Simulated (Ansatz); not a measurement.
## Relaxing glassy Ba4.2Hf30.6O65.3 (216 atoms)

Aim: bring glassy Ba4.2Hf30.6O65.3 (216 atoms) to a nearby minimum of the energy and see what moves.

Calculated with Ansatz 0.2.0; Kohn-Sham DFT, RPBE, PAW (set soft_2), plane waves.

Measured values to set the calculation against. The Hf-O bond length of an amorphous hafnium oxide film with 12% of Hf replaced by Ba, grown by pulsed laser deposition, was obtained by fitting Hf L3-edge EXAFS (“Structure-evolution-designed amorphous oxides for dielectric energy storage”, 2023, PMC10213053): nearest Hf–O distance 2.08 Å.

Most raw output is cut from this account.

## Step 1: Set-up

The cell holds 216 atoms: 9 Ba, 66 Hf and 141 O. Its edges and angles: a = 14.527 Å, b = 14.527 Å, c = 14.527 Å, α = 90.0°, β = 90.0°, γ = 90.0°. 216 atoms (9 Ba, 66 Zr, 141 O) placed at random at 5.15 g/cm³, melted at 4500 K for 20 ps at fixed volume with the Morse and Coulomb pair potential with partial charges (Pedone, Malavasi, Menziani, Cormack and Segre, J. Phys. Chem. B 110, 11780 (2006)). Quenched from 4500 K to 300 K at 20 K/ps and fixed volume, held 5 ps. Then Zr was replaced by Hf (the potential has no terms for the new elements, so the cell is a start for a DFT relaxation).

Limits known from the start: The quench rate of 20 K/ps is orders of magnitude faster than experiment, which tends to freeze in extra defects. The network of bonds at the start is that of the classical potential that made the cell. Sampling is at Γ alone, for a cell whose shortest periodic width is 15 Å. Spin–orbit coupling is left out, which matters for the levels of the heavy elements.

## Step 2: Single point at the start

The forces at the start show how far the geometry lies from a minimum of this functional.

Input file input.yaml:

```yaml
crystal:
  lattice:
    - [14.5266, 0.0, 0.0]
    - [0.0, 14.5266, 0.0]
    - [0.0, 0.0, 14.5266]
  atoms:
    - { symbol: Ba, position: [0.13483, 0.27139, 0.16186] }
    - { symbol: Ba, position: [0.54912, 0.08069, 0.33975] }
    - { symbol: Ba, position: [0.16787, 0.77909, 0.19121] }
    - { symbol: Ba, position: [0.68171, 0.95261, 0.09319] }
    - { symbol: Ba, position: [0.71543, 0.05693, 0.87814] }
    - { symbol: Ba, position: [0.76918, 0.50561, 0.14156] }
    - { symbol: Ba, position: [0.40965, 0.65138, 0.09795] }
    - { symbol: Ba, position: [0.79814, 0.13963, 0.54307] }
    - { symbol: Ba, position: [0.02085, 0.77743, 0.73203] }
    - { symbol: Hf, position: [0.9318, 0.90234, 0.92215] }
    - { symbol: Hf, position: [0.78367, 0.28153, 0.76801] }
    - { symbol: Hf, position: [0.50515, 0.53224, 0.9058] }
    - { symbol: Hf, position: [0.30075, 0.44073, 0.02977] }
    - { symbol: Hf, position: [0.42936, 0.96362, 0.09477] }
    - { symbol: Hf, position: [0.57293, 0.55699, 0.33264] }
    - { symbol: Hf, position: [0.27026, 0.80712, 0.69028] }
    - { symbol: Hf, position: [0.05419, 0.69149, 0.00857] }
    - { symbol: Hf, position: [0.26391, 0.87332, 0.96833] }
    - { symbol: Hf, position: [0.1617, 0.39362, 0.46472] }
    - { symbol: Hf, position: [0.78926, 0.70197, 0.57514] }
    - { symbol: Hf, position: [0.89671, 0.23267, 0.00441] }
    - { symbol: Hf, position: [0.98166, 0.33072, 0.59229] }
    - { symbol: Hf, position: [0.27432, 0.21422, 0.38607] }
    - { symbol: Hf, position: [0.80442, 0.47893, 0.64266] }
    - { symbol: Hf, position: [0.03462, 0.46976, 0.02831] }
    - { symbol: Hf, position: [0.24629, 0.02671, 0.19468] }
    - { symbol: Hf, position: [0.73922, 0.72942, 0.34968] }
    - { symbol: Hf, position: [0.46399, 0.06067, 0.8948] }
    - { symbol: Hf, position: [0.47046, 0.69242, 0.5486] }
    - { symbol: Hf, position: [0.90643, 0.8986, 0.51957] }
    - { symbol: Hf, position: [0.02502, 0.18024, 0.37848] }
    - { symbol: Hf, position: [0.37909, 0.10272, 0.5641] }
    [... 178 atom lines left out ...]
    - { symbol: O, position: [0.99482, 0.00525, 0.83837] }
    - { symbol: O, position: [0.00457, 0.19219, 0.90818] }
    - { symbol: O, position: [0.55202, 0.62925, 0.64094] }
    - { symbol: O, position: [0.46856, 0.41584, 0.36573] }
    - { symbol: O, position: [0.8369, 0.89973, 0.81726] }
    - { symbol: O, position: [0.62408, 0.82492, 0.98102] }
kpoints:
  mp_grid: { grid: [1, 1, 1] }
hamiltonian:
  xc: rpbe
scf:
  occupations: { method: gaussian, width: 0.05 }
output:
  forces: true
  stress: true
  populations: intrinsic
  dos:
    method: { smearing: { sigma: 0.15 } }
    de: 0.1
    projected: { site_lists: { Ba: [Ba], Hf: [Hf], O: [O] } }
  eigenvalues: true
```

Command:

```
$ ansatz run input.yaml --threads 8 --pin off --max-ram 15872MiB --backend cpu --events-out ev --progress --plain --runs-dir out
```

Wall time 4.9 min (8 threads of Arm Neoverse V1, shared host); peak memory 8.4 GiB.

The program notes that it cut back its work space to fit the memory limit.

Numbers from this run:

| Quantity | Value |
| --- | --- |
| free energy | -1172662.7368 eV |
| free energy per atom | -5428.9942 eV/atom |
| SCF cycles | 13 |
| pressure | -1.566 GPa |
| r.m.s. force component | 0.6803 eV/Å |
| longest force | 2.814 eV/Å |
| Fermi energy | 13.18 eV |
| gap (highest filled to lowest empty level) | 2.898 eV |

The r.m.s. force component of 0.68 eV/Å and the pressure of -1.6 GPa set the starting point.

Neighbours are counted within 2.82 Å (O-Hf), 3.29 Å (O-Ba).

Length of the force by element and coordination:

| element | coordination | atoms | mean length of the force (eV/Å) | spread | least | most |
| --- | --- | --- | --- | --- | --- | --- |
| Ba | all | 9 | 0.694 | 0.291 | 0.185 | 1.21 |
| Ba | 6 | 5 | 0.569 | 0.242 | 0.185 | 0.870 |
| Ba | 7 | 1 | 0.519 | 0 | 0.519 | 0.519 |
| Ba | 8 | 2 | 1.11 | 0.104 | 1.00 | 1.21 |
| Ba | 9 | 1 | 0.667 | 0 | 0.667 | 0.667 |
| Hf | all | 66 | 1.59 | 0.488 | 0.413 | 2.81 |
| Hf | 5 | 1 | 1.84 | 0 | 1.84 | 1.84 |
| Hf | 6 | 56 | 1.64 | 0.479 | 0.616 | 2.81 |
| Hf | 7 | 9 | 1.30 | 0.462 | 0.413 | 1.99 |
| O | all | 141 | 0.811 | 0.363 | 0.154 | 1.98 |
| O | 2 | 4 | 0.851 | 0.199 | 0.589 | 1.14 |
| O | 3 | 90 | 0.784 | 0.366 | 0.154 | 1.95 |
| O | 4 | 47 | 0.860 | 0.363 | 0.347 | 1.98 |

## Step 3: Relaxation

The atoms are relaxed in the fixed cell, aiming at the force tolerance of the input.

input.yaml, the sections that differ from step 2:

```yaml
output:
  forces: true
relax:
  f_tol: 0.05
  max_steps: 102
# crystal, kpoints, hamiltonian, scf: as in step 2
```

It took 50 min on 8 threads; peak memory 8.3 GiB.

Relaxation path:

| step | energy less that of the first step (eV) | largest force component (eV/Å) |
| --- | --- | --- |
| 1 | 0.0000 | 2.3885 |
| 2 | -7.4230 | 1.0003 |
| 3 | -10.6776 | 0.4395 |
| 4 | -11.5469 | 0.2751 |
| 5 | -11.8002 | 0.3454 |
| 6 | -12.0132 | 0.2723 |
| 7 | -12.0913 | 0.8019 |
| 8 | -12.4239 | 0.1700 |
| 9 | -12.5847 | 0.2154 |
| 10 | -12.7560 | 0.2004 |
| 11 | -12.8923 | 0.1944 |
| 12 | -13.0942 | 0.2071 |
| 13 | -13.2058 | 0.2510 |
| 14 | -13.1891 | 0.4869 |
| 15 | -13.2945 | 0.1160 |
| 16 | -13.2946 | 0.1585 |
| 17 | -13.3065 | 0.0589 |
| 18 | -13.3158 | 0.0840 |
| 19 | -13.3221 | 0.0474 |
| 20 | -13.3080 | 0.2153 |
| 21 | -13.3257 | 0.0451 |
| 22 | -13.3283 | 0.0364 |

Relaxation steps 14, 20 were tried and not accepted.

The atoms that moved most (Å):

| atom | dx | dy | dz | length |
| --- | --- | --- | --- | --- |
| Hf15 | 0.275 | 0.215 | -1.132 | 1.185 |
| O178 | 0.419 | 0.498 | -0.893 | 1.105 |
| O135 | -0.876 | 0.588 | 0.293 | 1.095 |
| O113 | -0.447 | 0.586 | 0.647 | 0.981 |
| O206 | 0.162 | 0.698 | 0.385 | 0.813 |
| Hf46 | -0.165 | -0.281 | -0.740 | 0.808 |
| O184 | -0.651 | 0.283 | 0.359 | 0.796 |
| O87 | 0.213 | -0.310 | -0.637 | 0.739 |

The relaxation changed the energy by -61.7 meV/atom, and atoms moved by 0.36 Å r.m.s., 1.2 Å at most.

## Step 4: Local order after relaxation

Bonds before and after, by the cutoffs listed below:

| pair | bonds before | bonds after | mean before (Å) | mean after (Å) | spread before (Å) | spread after (Å) |
| --- | --- | --- | --- | --- | --- | --- |
| O-Hf | 404 | 397 | 2.157 | 2.142 | 0.122 | 0.114 |

Density 8.27 g/cm³, 14.19 Å³ an atom.

g(r), total and by pair (bins of 0.2 Å):

| r (Å) | total | O-O | O-Hf | O-Ba | Hf-Hf | Hf-Ba | Ba-Ba |
| --- | --- | --- | --- | --- | --- | --- | --- |
| 1.90 | 0.30 | 0.00 | 0.75 | 0.00 | 0.00 | 0.00 | 0.00 |
| 2.10 | 3.27 | 0.00 | 8.19 | 0.00 | 0.00 | 0.00 | 0.00 |
| 2.30 | 0.88 | 0.00 | 2.22 | 0.00 | 0.00 | 0.00 | 0.00 |
| 2.50 | 0.34 | 0.51 | 0.21 | 0.74 | 0.00 | 0.00 | 0.00 |
| 2.70 | 1.14 | 2.14 | 0.04 | 3.80 | 0.00 | 0.00 | 0.00 |
| 2.90 | 1.25 | 2.58 | 0.09 | 2.06 | 0.00 | 0.00 | 0.00 |
| 3.10 | 1.13 | 2.27 | 0.15 | 1.01 | 0.46 | 0.00 | 0.00 |
| 3.30 | 1.00 | 1.27 | 0.32 | 1.05 | 2.90 | 0.00 | 0.00 |
| 3.50 | 0.78 | 0.72 | 0.49 | 1.09 | 1.85 | 1.67 | 0.00 |
| 3.70 | 0.84 | 0.50 | 0.76 | 0.63 | 1.95 | 3.86 | 2.17 |
| 3.90 | 1.01 | 0.57 | 1.05 | 0.57 | 2.58 | 2.96 | 0.00 |
| 4.10 | 1.12 | 1.08 | 1.11 | 0.57 | 1.34 | 1.84 | 1.81 |
| 4.30 | 1.02 | 0.90 | 1.27 | 0.62 | 0.52 | 1.90 | 1.65 |
| 4.50 | 0.95 | 0.56 | 1.48 | 0.94 | 0.45 | 1.11 | 1.44 |
| 4.70 | 0.96 | 0.60 | 1.47 | 1.03 | 0.43 | 0.74 | 0.00 |
| 4.90 | 1.02 | 0.89 | 1.34 | 1.04 | 0.33 | 0.51 | 1.24 |
| 5.10 | 1.08 | 1.07 | 1.18 | 1.48 | 0.67 | 0.63 | 0.00 |
| 5.30 | 1.04 | 1.30 | 0.82 | 1.40 | 0.69 | 0.51 | 0.00 |
| 5.50 | 1.02 | 1.29 | 0.73 | 1.72 | 0.83 | 0.27 | 0.00 |
| 5.70 | 1.02 | 1.37 | 0.76 | 0.95 | 0.82 | 0.64 | 0.00 |
| 5.90 | 1.01 | 1.08 | 0.86 | 1.05 | 1.50 | 0.65 | 0.00 |
| 6.10 | 0.98 | 0.97 | 0.93 | 0.80 | 1.27 | 1.10 | 0.81 |
| 6.30 | 0.88 | 0.90 | 0.77 | 0.60 | 1.37 | 1.09 | 0.76 |
| 6.50 | 0.97 | 0.96 | 1.00 | 0.57 | 1.16 | 0.82 | 1.42 |
| 6.70 | 0.99 | 0.91 | 1.00 | 0.85 | 1.19 | 1.92 | 1.34 |
| 6.90 | 1.02 | 0.93 | 1.10 | 0.94 | 1.08 | 1.03 | 1.27 |
| 7.10 | 0.98 | 0.88 | 1.08 | 0.82 | 0.96 | 1.10 | 2.37 |

Bonds by pair of elements; cutoffs follow the first minimum of g(r), held within bounds set by covalent radii, and pairs that aren't listed don't count as bonded:

| pair A-B | cutoff (Å) | bonds | mean length (Å) | spread (Å) | shortest (Å) | B about A | A about B |
| --- | --- | --- | --- | --- | --- | --- | --- |
| O-Hf | 2.82 | 397 | 2.14 | 0.114 | 1.91 | 2.82 | 6.01 |
| O-Ba | 3.29 | 64 | 2.83 | 0.178 | 2.49 | 0.454 | 7.11 |

The cutoff for O-Ba falls short of the minimum of g(r), so counts run low and odd coordinations can be artefacts.

How many atoms have how many bonded neighbours:

| element | mean | 2 | 3 | 4 | 5 | 6 | 7 | 8 | 9 |
| --- | --- | --- | --- | --- | --- | --- | --- | --- | --- |
| Ba | 7.11 | 0 | 0 | 0 | 0 | 1 | 7 | 0 | 1 |
| Hf | 6.01 | 0 | 0 | 0 | 8 | 50 | 7 | 1 | 0 |
| O | 3.27 | 6 | 91 | 44 | 0 | 0 | 0 | 0 | 0 |

Bond angles, per cent of each kind in bins of 5°:

| angle (°) | O-Hf-O | Hf-O-Hf | Ba-O-Hf |
| --- | --- | --- | --- |
| 60–65 | 0.5 | 0.0 | 0.0 |
| 65–70 | 1.4 | 0.0 | 0.0 |
| 70–75 | 8.2 | 0.0 | 0.0 |
| 75–80 | 13.5 | 0.0 | 0.0 |
| 80–85 | 9.3 | 1.3 | 2.5 |
| 85–90 | 9.8 | 1.8 | 9.5 |
| 90–95 | 10.5 | 6.9 | 13.3 |
| 95–100 | 7.4 | 9.5 | 18.4 |
| 100–105 | 6.3 | 21.6 | 16.5 |
| 105–110 | 3.6 | 10.3 | 8.9 |
| 110–115 | 2.5 | 2.9 | 8.9 |
| 115–120 | 1.9 | 4.5 | 8.9 |
| 120–125 | 1.7 | 7.4 | 1.9 |
| 125–130 | 2.4 | 6.1 | 1.9 |
| 130–135 | 0.9 | 6.1 | 3.2 |
| 135–140 | 2.1 | 6.1 | 2.5 |
| 140–145 | 2.2 | 4.5 | 1.9 |
| 145–150 | 3.5 | 4.8 | 1.3 |
| 150–155 | 2.1 | 3.7 | 0.6 |
| 155–160 | 3.1 | 1.3 | 0.0 |
| 160–165 | 2.4 | 1.1 | 0.0 |
| 165–170 | 2.2 | 0.3 | 0.0 |
| 170–175 | 1.9 | 0.0 | 0.0 |
| 175–180 | 0.7 | 0.0 | 0.0 |

Bond angles (no mean is given where the spread exceeds 20°):

| angle | count | mean (°) | spread (°) |
| --- | --- | --- | --- |
| O-Hf-O | 1005 | - | - |
| Hf-O-Hf | 379 | 117 | 19.5 |
| Ba-O-Hf | 158 | 106 | 14.9 |
| Ba-O-Ba | 6 | 100 | 11.3 |

Bond length by coordination (bonds to H left out):

| element | coordination | atoms | mean bond length (Å) |
| --- | --- | --- | --- |
| Ba | 6 | 1 | 2.74 |
| Ba | 7 | 7 | 2.84 |
| Ba | 9 | 1 | 2.81 |
| Hf | 5 | 8 | 2.08 |
| Hf | 6 | 50 | 2.13 |
| Hf | 7 | 7 | 2.21 |
| Hf | 8 | 1 | 2.28 |
| O | 2 | 6 | 2.01 |
| O | 3 | 91 | 2.17 |
| O | 4 | 44 | 2.35 |

For some of the pairs, g(r) has its first main peak near 2.9 Å (O-O), 2.1 Å (O-Hf), 2.7 Å (O-Ba) and 3.7 Å (Hf-Ba).

## Step 5: Single point at the relaxed geometry

One more single point at the end of the walk gives the fuller output and checks the residual forces.

Input file input.yaml:

```yaml
crystal:
  lattice:
    - [14.5266, 0.0, 0.0]
    - [0.0, 14.5266, 0.0]
    - [0.0, 0.0, 14.5266]
  atoms:
    - { symbol: Ba, position: [0.15681, 0.2657, 0.17499] }
    - { symbol: Ba, position: [0.56487, 0.08154, 0.33891] }
    - { symbol: Ba, position: [0.17708, 0.79332, 0.21374] }
    - { symbol: Ba, position: [0.68945, 0.96375, 0.09773] }
    - { symbol: Ba, position: [0.72855, 0.0733, 0.86855] }
    - { symbol: Ba, position: [0.80114, 0.48585, 0.12674] }
    - { symbol: Ba, position: [0.38737, 0.65201, 0.09134] }
    - { symbol: Ba, position: [0.80388, 0.12601, 0.54142] }
    - { symbol: Ba, position: [0.03407, 0.77246, 0.73725] }
    - { symbol: Hf, position: [0.92881, 0.90739, 0.93828] }
    - { symbol: Hf, position: [0.78822, 0.27364, 0.75298] }
    - { symbol: Hf, position: [0.50714, 0.52248, 0.90029] }
    - { symbol: Hf, position: [0.29463, 0.43375, 0.02628] }
    - { symbol: Hf, position: [0.4362, 0.95833, 0.10074] }
    - { symbol: Hf, position: [0.59189, 0.57181, 0.25468] }
    - { symbol: Hf, position: [0.26973, 0.81168, 0.70617] }
    - { symbol: Hf, position: [0.05454, 0.69521, 0.00717] }
    - { symbol: Hf, position: [0.26206, 0.87194, 0.9663] }
    - { symbol: Hf, position: [0.16372, 0.39688, 0.45982] }
    - { symbol: Hf, position: [0.80613, 0.7011, 0.57237] }
    - { symbol: Hf, position: [0.89904, 0.24386, 0.00568] }
    - { symbol: Hf, position: [0.98596, 0.32582, 0.59918] }
    - { symbol: Hf, position: [0.29086, 0.21931, 0.39231] }
    - { symbol: Hf, position: [0.77717, 0.47164, 0.63629] }
    - { symbol: Hf, position: [0.03519, 0.46758, 0.0379] }
    - { symbol: Hf, position: [0.25215, 0.03302, 0.20173] }
    - { symbol: Hf, position: [0.73152, 0.73532, 0.32901] }
    - { symbol: Hf, position: [0.4697, 0.04882, 0.89652] }
    - { symbol: Hf, position: [0.45295, 0.6959, 0.54843] }
    - { symbol: Hf, position: [0.91188, 0.89319, 0.52231] }
    - { symbol: Hf, position: [0.03247, 0.18908, 0.39245] }
    - { symbol: Hf, position: [0.37545, 0.11076, 0.57195] }
    [... 178 atom lines left out ...]
    - { symbol: O, position: [0.97879, 0.03049, 0.8677] }
    - { symbol: O, position: [0.01842, 0.22424, 0.91529] }
    - { symbol: O, position: [0.54365, 0.62856, 0.63573] }
    - { symbol: O, position: [0.45928, 0.40633, 0.37472] }
    - { symbol: O, position: [0.83203, 0.91485, 0.83245] }
    - { symbol: O, position: [0.62128, 0.80314, 0.97577] }
kpoints:
  mp_grid: { grid: [1, 1, 1] }
hamiltonian:
  xc: rpbe
scf:
  occupations: { method: gaussian, width: 0.05 }
output:
  forces: true
  stress: true
  populations: true
  dos:
    method: { smearing: { sigma: 0.15 } }
    de: 0.1
    projected: { site_lists: { Ba: [Ba], Hf: [Hf], O: [O] } }
  eigenvalues: true
  write_density: true
  write_potential: true
  volumetric_format: npy
```

It took 5.2 min on 8 threads; peak memory 8.4 GiB; 40 min of CPU time.

Read from the output:

| Property | Result |
| --- | --- |
| free energy | -1172676.0651 eV |
| free energy per atom | -5429.0559 eV/atom |
| SCF cycles | 12 |
| pressure | 0.02833 GPa |
| r.m.s. force component | 0.00587 eV/Å |
| longest force | 0.04532 eV/Å |
| Fermi energy | 13.07 eV |
| gap (highest filled to lowest empty level) | 3.993 eV |
| spilling of the projection | 0.003372 |

Löwdin charges by element (they lack the spilled electrons, 0.041 e an atom on average):

| element | coordination | atoms | mean charge (e) | spread | least | most |
| --- | --- | --- | --- | --- | --- | --- |
| Ba | all | 9 | 1.81 | 0.0044 | 1.81 | 1.82 |
| Hf | all | 66 | 1.45 | 0.0384 | 1.35 | 1.53 |
| O | all | 141 | -0.729 | 0.0476 | -0.873 | -0.638 |

(Continued in part 2 of 2.)

[Logs are printed without paths, hosts, clocks, repeated set-up lines and the standing remarks that a program may print on its own settings, such as how far it seeks lower states.]

[Hosts, paths, dates, database ids (printed as entryN), source tags and the programs' standing remarks are cut or masked in the printed files.]
